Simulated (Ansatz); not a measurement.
# InGe2 (built on the sites of a database entry of ScSi2): phonons and vibrational spectra, part 2 of 2

How does InGe2 (built on the sites of a database entry of ScSi2) vibrate, and is this structure a minimum?

Ansatz 0.2.0; DFT PBE, scalar-relativistic, plane waves, norm-conserving pseudopotentials.

So far. Step 4 (Relaxing to small forces for the phonons): The forces vanish by symmetry and the pressure is -0.002 GPa, within the tolerances set. The cell now holds 24.23 Å³/atom. Step 5 (Zone-centre response): Before it was imposed, the acoustic sum rule was missed by 2.0e-4 eV/Å². Small misses are needed for a sound result but don't prove that mesh and cutoff are converged. The relaxed cell has a = 4.481, c = 4.179 Å (conventional setting).

The structure was built from a prototype and need not be the compound's stable phase.

## (6) Response at finite wavevector

The mesh has a single point along some directions, so zone-edge points there are not solved. Linear response on a 1×1×2 q mesh gives force constants as far as a supercell of that size would.

Input file input.yaml:

```yaml
crystal:
  lattice:
    - [4.4813099044, 3.7191e-06, 0.0]
    - [-2.240658173, 3.8809263599, 0.0]
    - [0.0, 0.0, 4.1789659809]
  atoms:
    - { symbol: In, position: [0.0, 0.0, 0.0] }
    - { symbol: Ge, position: [0.3333333333, 0.6666666667, 0.5] }
    - { symbol: Ge, position: [0.6666666667, 0.3333333333, 0.5] }
kpoints:
  mp_grid: { grid: [12, 12, 12] }
hamiltonian:
  xc: pbe
  pseudopotentials: { kind: nc }
scf:
  occupations: { method: methfessel_paxton, width: 0.2 }
output:
  eigenvalues: true
phonons:
  method: dfpt
  qmesh: [1, 1, 2]
  temperatures: { t_max: 1000, t_step: 50 }
  qpath:
    path:
      - [[0.0, 0.0, 0.0], [0.5, 0.0, 0.0], [0.33333333, 0.33333333, 0.0], [0.0, 0.0, 0.0], [0.0, 0.0, 0.5], [0.5, 0.0, 0.5], [0.33333333, 0.33333333, 0.5], [0.0, 0.0, 0.5]]
      - [[0.5, 0.0, 0.5], [0.5, 0.0, 0.0]]
      - [[0.33333333, 0.33333333, 0.5], [0.33333333, 0.33333333, 0.0]]
    npoints: 10
```

The run is started by

```
> ansatz run input.yaml --threads 8 --pin off --max-ram 14336MiB --backend cpu --events-out ev --progress --plain --runs-dir out
```

Numbers of over 12 decimals in the logs are rounded to 6 here.

The log of the run:

```text
[...]
Crystal: 3 atoms, lattice volume = 72.679 Å³
Basis set: ecut = 1061.244064 eV, 5705 PW (Γ), exchange–correlation on 96×96×90 points (8 copies of the dense FFT grid, shifted against one another)
Bands: 25, of which v1, the nominal top of the filled ones, is band 21 counted from 1 (20 counted from 0)
Symmetry: 24 space group operations
k-points: 133 of 1728
[...]
SCF iter   1: F=—  HF=-6668.067541 eV  |F-HF|=—  |Δ(HF+E_count)|=         —  Δρ=1.90e-2  dr2=2.16e-1  ethr=3.10e-3  ⟨swp⟩=5.7  Hψ=13586  notcnv=0
[...]
SCF iter  11: F=-6667.993522 eV  HF=-6667.993522 eV  |F-HF|=5.46e-12  |Δ(HF+E_count)|=  2.73e-11  S|Δr|=    0.00e0  Δρ=8.50e-8  dr2=3.80e-12  ethr=1.00e-12  ⟨swp⟩=11.6  Hψ=23009  notcnv=0
SCF 1 converged in 11 iterations: F = -6667.993522 eV  dr2 = 3.80e-12
phonons: the bands overlap, so this run is a metal and interpolates without the dipole-dipole term. If the crystal is really an insulator or semiconductor, its LO-TO splitting is missing
NSCF: frozen V_eff on 133 k-points
WARN: eigensolver did not converge in 24 slots of this pass, the one above among them; of largest residual over every band (k=21): 1 band(s) unlocked (lowest unlocked band 24, counted from 0; max residual 1.03e-3 eV among the unlocked bands, 1.03e-3 eV over every band); of lowest unlocked band (k=15): band 24
[...]
DFPT response loops at q = (0, 0, 0) (fractional): preconditioner auto → Kerker (q_TF=auto, 2.480 Å⁻¹) (partly filled bands, converged f_vac=0.000); β = 1.00, the filter's whole step (`scf.mixing.beta` (0.50) is not read by the response loops under this deck's `scf.mixing.preconditioner`; to damp them name `kerker` or `kerker_dos`, under which they read `scf.mixing.beta`, and type it under 1.00, their step now; both keys bind the ground state too); Broyden in place of MSR1
[...]
SCF converged after 11 iterations
[...]
Free energy (F): -6667.993522 eV
[...]
Internal energy: -6667.993154 eV  (E = F + TS)
E sigma→0 (E₀):  -6667.993430 eV
Entropy (-TS):   -0.000368 eV (-0.123 meV/atom)
Fermi energy:    9.671791 eV
[...]
--- Band table (eV; the first three rows and the last of 133) ---
  k-point 0: bands = [... 17 lower, 6.8160, 7.6038, 7.7911, 7.7911, 9.9846, 9.9846, 13.5931, 14.4166]
  k-point 1: bands = [... 17 lower, 6.1673, 7.8068, 7.8068, 8.2798, 10.0518, 10.0518, 13.7801, 14.2142]
  k-point 2: bands = [... 17 lower, 6.2378, 7.8508, 7.8508, 9.1610, 10.2519, 10.2519, 13.7261, 14.2970]
  k-point 132: bands = [... 17 lower, 4.9284, 5.6828, 7.0028, 7.0028, 12.8486, 12.8486, 13.1185, 15.8740]
--- Phonons (Γ-DFPT): 4 representative perturbations + reference (Σ response iterations 12) ---
  ASR residual: 4.154e-4 → 0.000e0 eV/Å²; symmetrization residual: 2.833e-5 eV/Å²
  ASR residual per site (eV/Å²): 4.15e-4 3.50e-5 3.50e-5
  Γ frequencies (cm⁻¹): -49.65 0.00 0.00 0.00 50.16 50.16 93.97 204.36 204.36
--- Phonons (arbitrary-q DFPT): 2 irreducible q on the 1×1×2 mesh ---
  q = [0.0000, 0.0000, 0.0000] (star 1, of the zone-centre solve; hermiticity 9.90e-6, symmetrization 3.84e-7): -49.65 -0.00 0.00 0.00 50.16 50.16 93.97 204.36 204.36
  q = [0.0000, 0.0000, -0.5000] (star 1, 4 solved perturbations in 1302 linear systems a pass and spin channel, the states on 518 of 1728 k-point pairs; hermiticity 3.44e-7, symmetrization 1.72e-7, the responses' own estimated error 2.4e-4 eV/Å²): -62.12 44.76 44.76 46.66 46.66 67.62 77.67 196.03 196.03
  sum rule: each row above includes the acoustic sum rule's correction from the zone centre's row sums; it moved no ω² by more than (0.99 cm⁻¹)²
  mesh force constants: q→R imaginary residual 0.00e0; ASR residual 4.154e-4 → 0.000e0 eV/Å²; symmetrization residual 7.105e-15 eV/Å²
  interpolated dispersion: 93 rows × 9 modes
  density of states and harmonic sums: on the 16×16×16 q-mesh, interpolated from the force constants of a 1×1×2 supercell (no non-analytic term)
  largest difference from the sums on the solved wave vectors: F 3.24e-1 eV, S 4.57e-4 and C_V 1.33e-4 eV/K
  zero-point energy: 0.046819 eV/cell   skipped modes (ω ≤ 0): 258, of them read as no rigid motion or as one in doubt: 255 (9.575e-1 modes/cell left out, lowest -62.12 cm⁻¹)   left out of the sums: 1.06e-1 of the cell's modes: C_V's classical limit lies that fraction below 3 k_B per atom; for a crystal, a wire or a layer, F and S can be off by more, and a phonons.interpolated_qmesh denser along its periods is the remedy for the sampling
```

Run time: 3.4 min. Hardware: 8 threads of Arm Neoverse V2, shared host; peak memory 6.5 GiB.

Numbers from this step:

| Quantity | Value |
| --- | --- |
| sum-rule residual before enforcement | 4.15e-4 eV/Å² |
| lowest optical zone-centre mode | -49.65 cm⁻¹ |
| lowest mode on the q mesh (acoustic modes at Γ apart) | -62.12 cm⁻¹ |
| highest frequency at a solved wavevector (no LO-TO term at Γ) | 204.4 cm⁻¹ |

Frequencies (cm⁻¹) solved at each irreducible wavevector; negative means imaginary. Frequencies by wavevector, by row:

```csv
q in reciprocal lattice units,star,mode 1,mode 2,mode 3,mode 4,mode 5,mode 6,mode 7,mode 8,mode 9
0 0 0,1,-49.6,0,0,0,50.2,50.2,94,204.4,204.4
0 0 -0.5,1,-62.1,44.8,44.8,46.7,46.7,67.6,77.7,196,196
```

Symmetry leaves 2 wavevectors to solve. The lowest mode among them, the acoustic zeros apart, lies at q = (0, 0, -0.5) and is imaginary, 62.1i cm⁻¹, so the energy falls along it.

## (7) Isotope substitution, element Ge, natural mass 72.63 amu

An isotope changes the mass and not the force constants, so no new electronic calculation is needed; the shifts show which modes move this element.

The same force constants with the mass of Ge changed from 72.630 to 75.921 u (phonopy, no LO-TO term). Both lists are sorted by frequency; levels can cross, so a row need not hold one and the same mode. Modes under 3 cm⁻¹ are left out. Isotope shifts, by row:

```csv
q,rank,natural mass (cm⁻¹),changed mass (cm⁻¹)
0 0 0,1,-49.65,-48.56
0 0 0,5,50.16,49.68
0 0 0,6,50.16,49.68
0 0 0,7,93.97,93.07
0 0 0,8,204.4,199.9
0 0 0,9,204.4,199.9
0 0 -0.5,1,-62.12,-60.76
0 0 -0.5,2,44.76,43.78
0 0 -0.5,3,44.76,43.78
0 0 -0.5,4,46.66,46.66
0 0 -0.5,5,46.66,46.66
0 0 -0.5,6,67.62,66.14
0 0 -0.5,7,77.67,77.67
0 0 -0.5,8,196,191.7
0 0 -0.5,9,196,191.7
```

A mode of this element alone would shift by -2.19 %. The highest zone-centre frequency without the field goes from 204.4 to 199.9 cm⁻¹ (-2.2 %).

## (8) Isotope substitution, element In, natural mass 114.818 amu

The same for In, from 114.82 to 112.90 u.

A mode of this element alone would shift by +0.84 %. The highest zone-centre frequency without the field goes from 204.4 to 204.4 cm⁻¹ (+0.0 %).

## (9) Results

```yaml
space_group_after_relaxation_within_0p01_a: P6/mmm
volume_per_atom: 24.2 Å³
electronic_character: no gap on this mesh
highest_optical_mode_at_the_zone_centre_no_lo_to_term: 204 cm⁻¹
lowest_optical_zone_centre_mode: -49.6 cm⁻¹
lowest_mode_on_the_q_mesh_acoustic_modes_at_gamma_apart: -62.1 cm⁻¹
imaginary_modes_on_the_1x1x2_q_mesh: yes
```

Modes are clearly imaginary (beyond 10i cm⁻¹) at 2 of the 2 irreducible wavevectors, most at q = (0, 0, -0.5) (62.1i cm⁻¹), so this structure is not a minimum of the energy. The optical modes at Γ span -50 to 204 cm⁻¹ (negative means imaginary). The highest mode in this list at Γ, 204.4 cm⁻¹, is mostly motion of Ge (100 % of the kinetic energy). The q mesh is too sparse to interpolate, so only the solved wavevectors are given. With no gap, or one that is small against the smearing, the frequencies hang on the k mesh and the smearing, most of all near Kohn anomalies. The phonon runs are without spin polarisation, although the cell has an odd electron count. A phonon run warned that its eigensolver left some bands unconverged in a pass. The starting cell was built on a prototype and not taken from a measurement, so the phase need not exist. These are harmonic frequencies at zero temperature: anharmonic shifts, linewidths and thermal expansion are left out.

[Logs are printed without paths, hosts, clocks, repeated set-up lines and the standing remarks that a program may print on its own settings, such as how far it seeks lower states.]

[Hosts, paths, dates, database ids (printed as entryN), source tags and the programs' standing remarks are cut or masked in the printed files.]
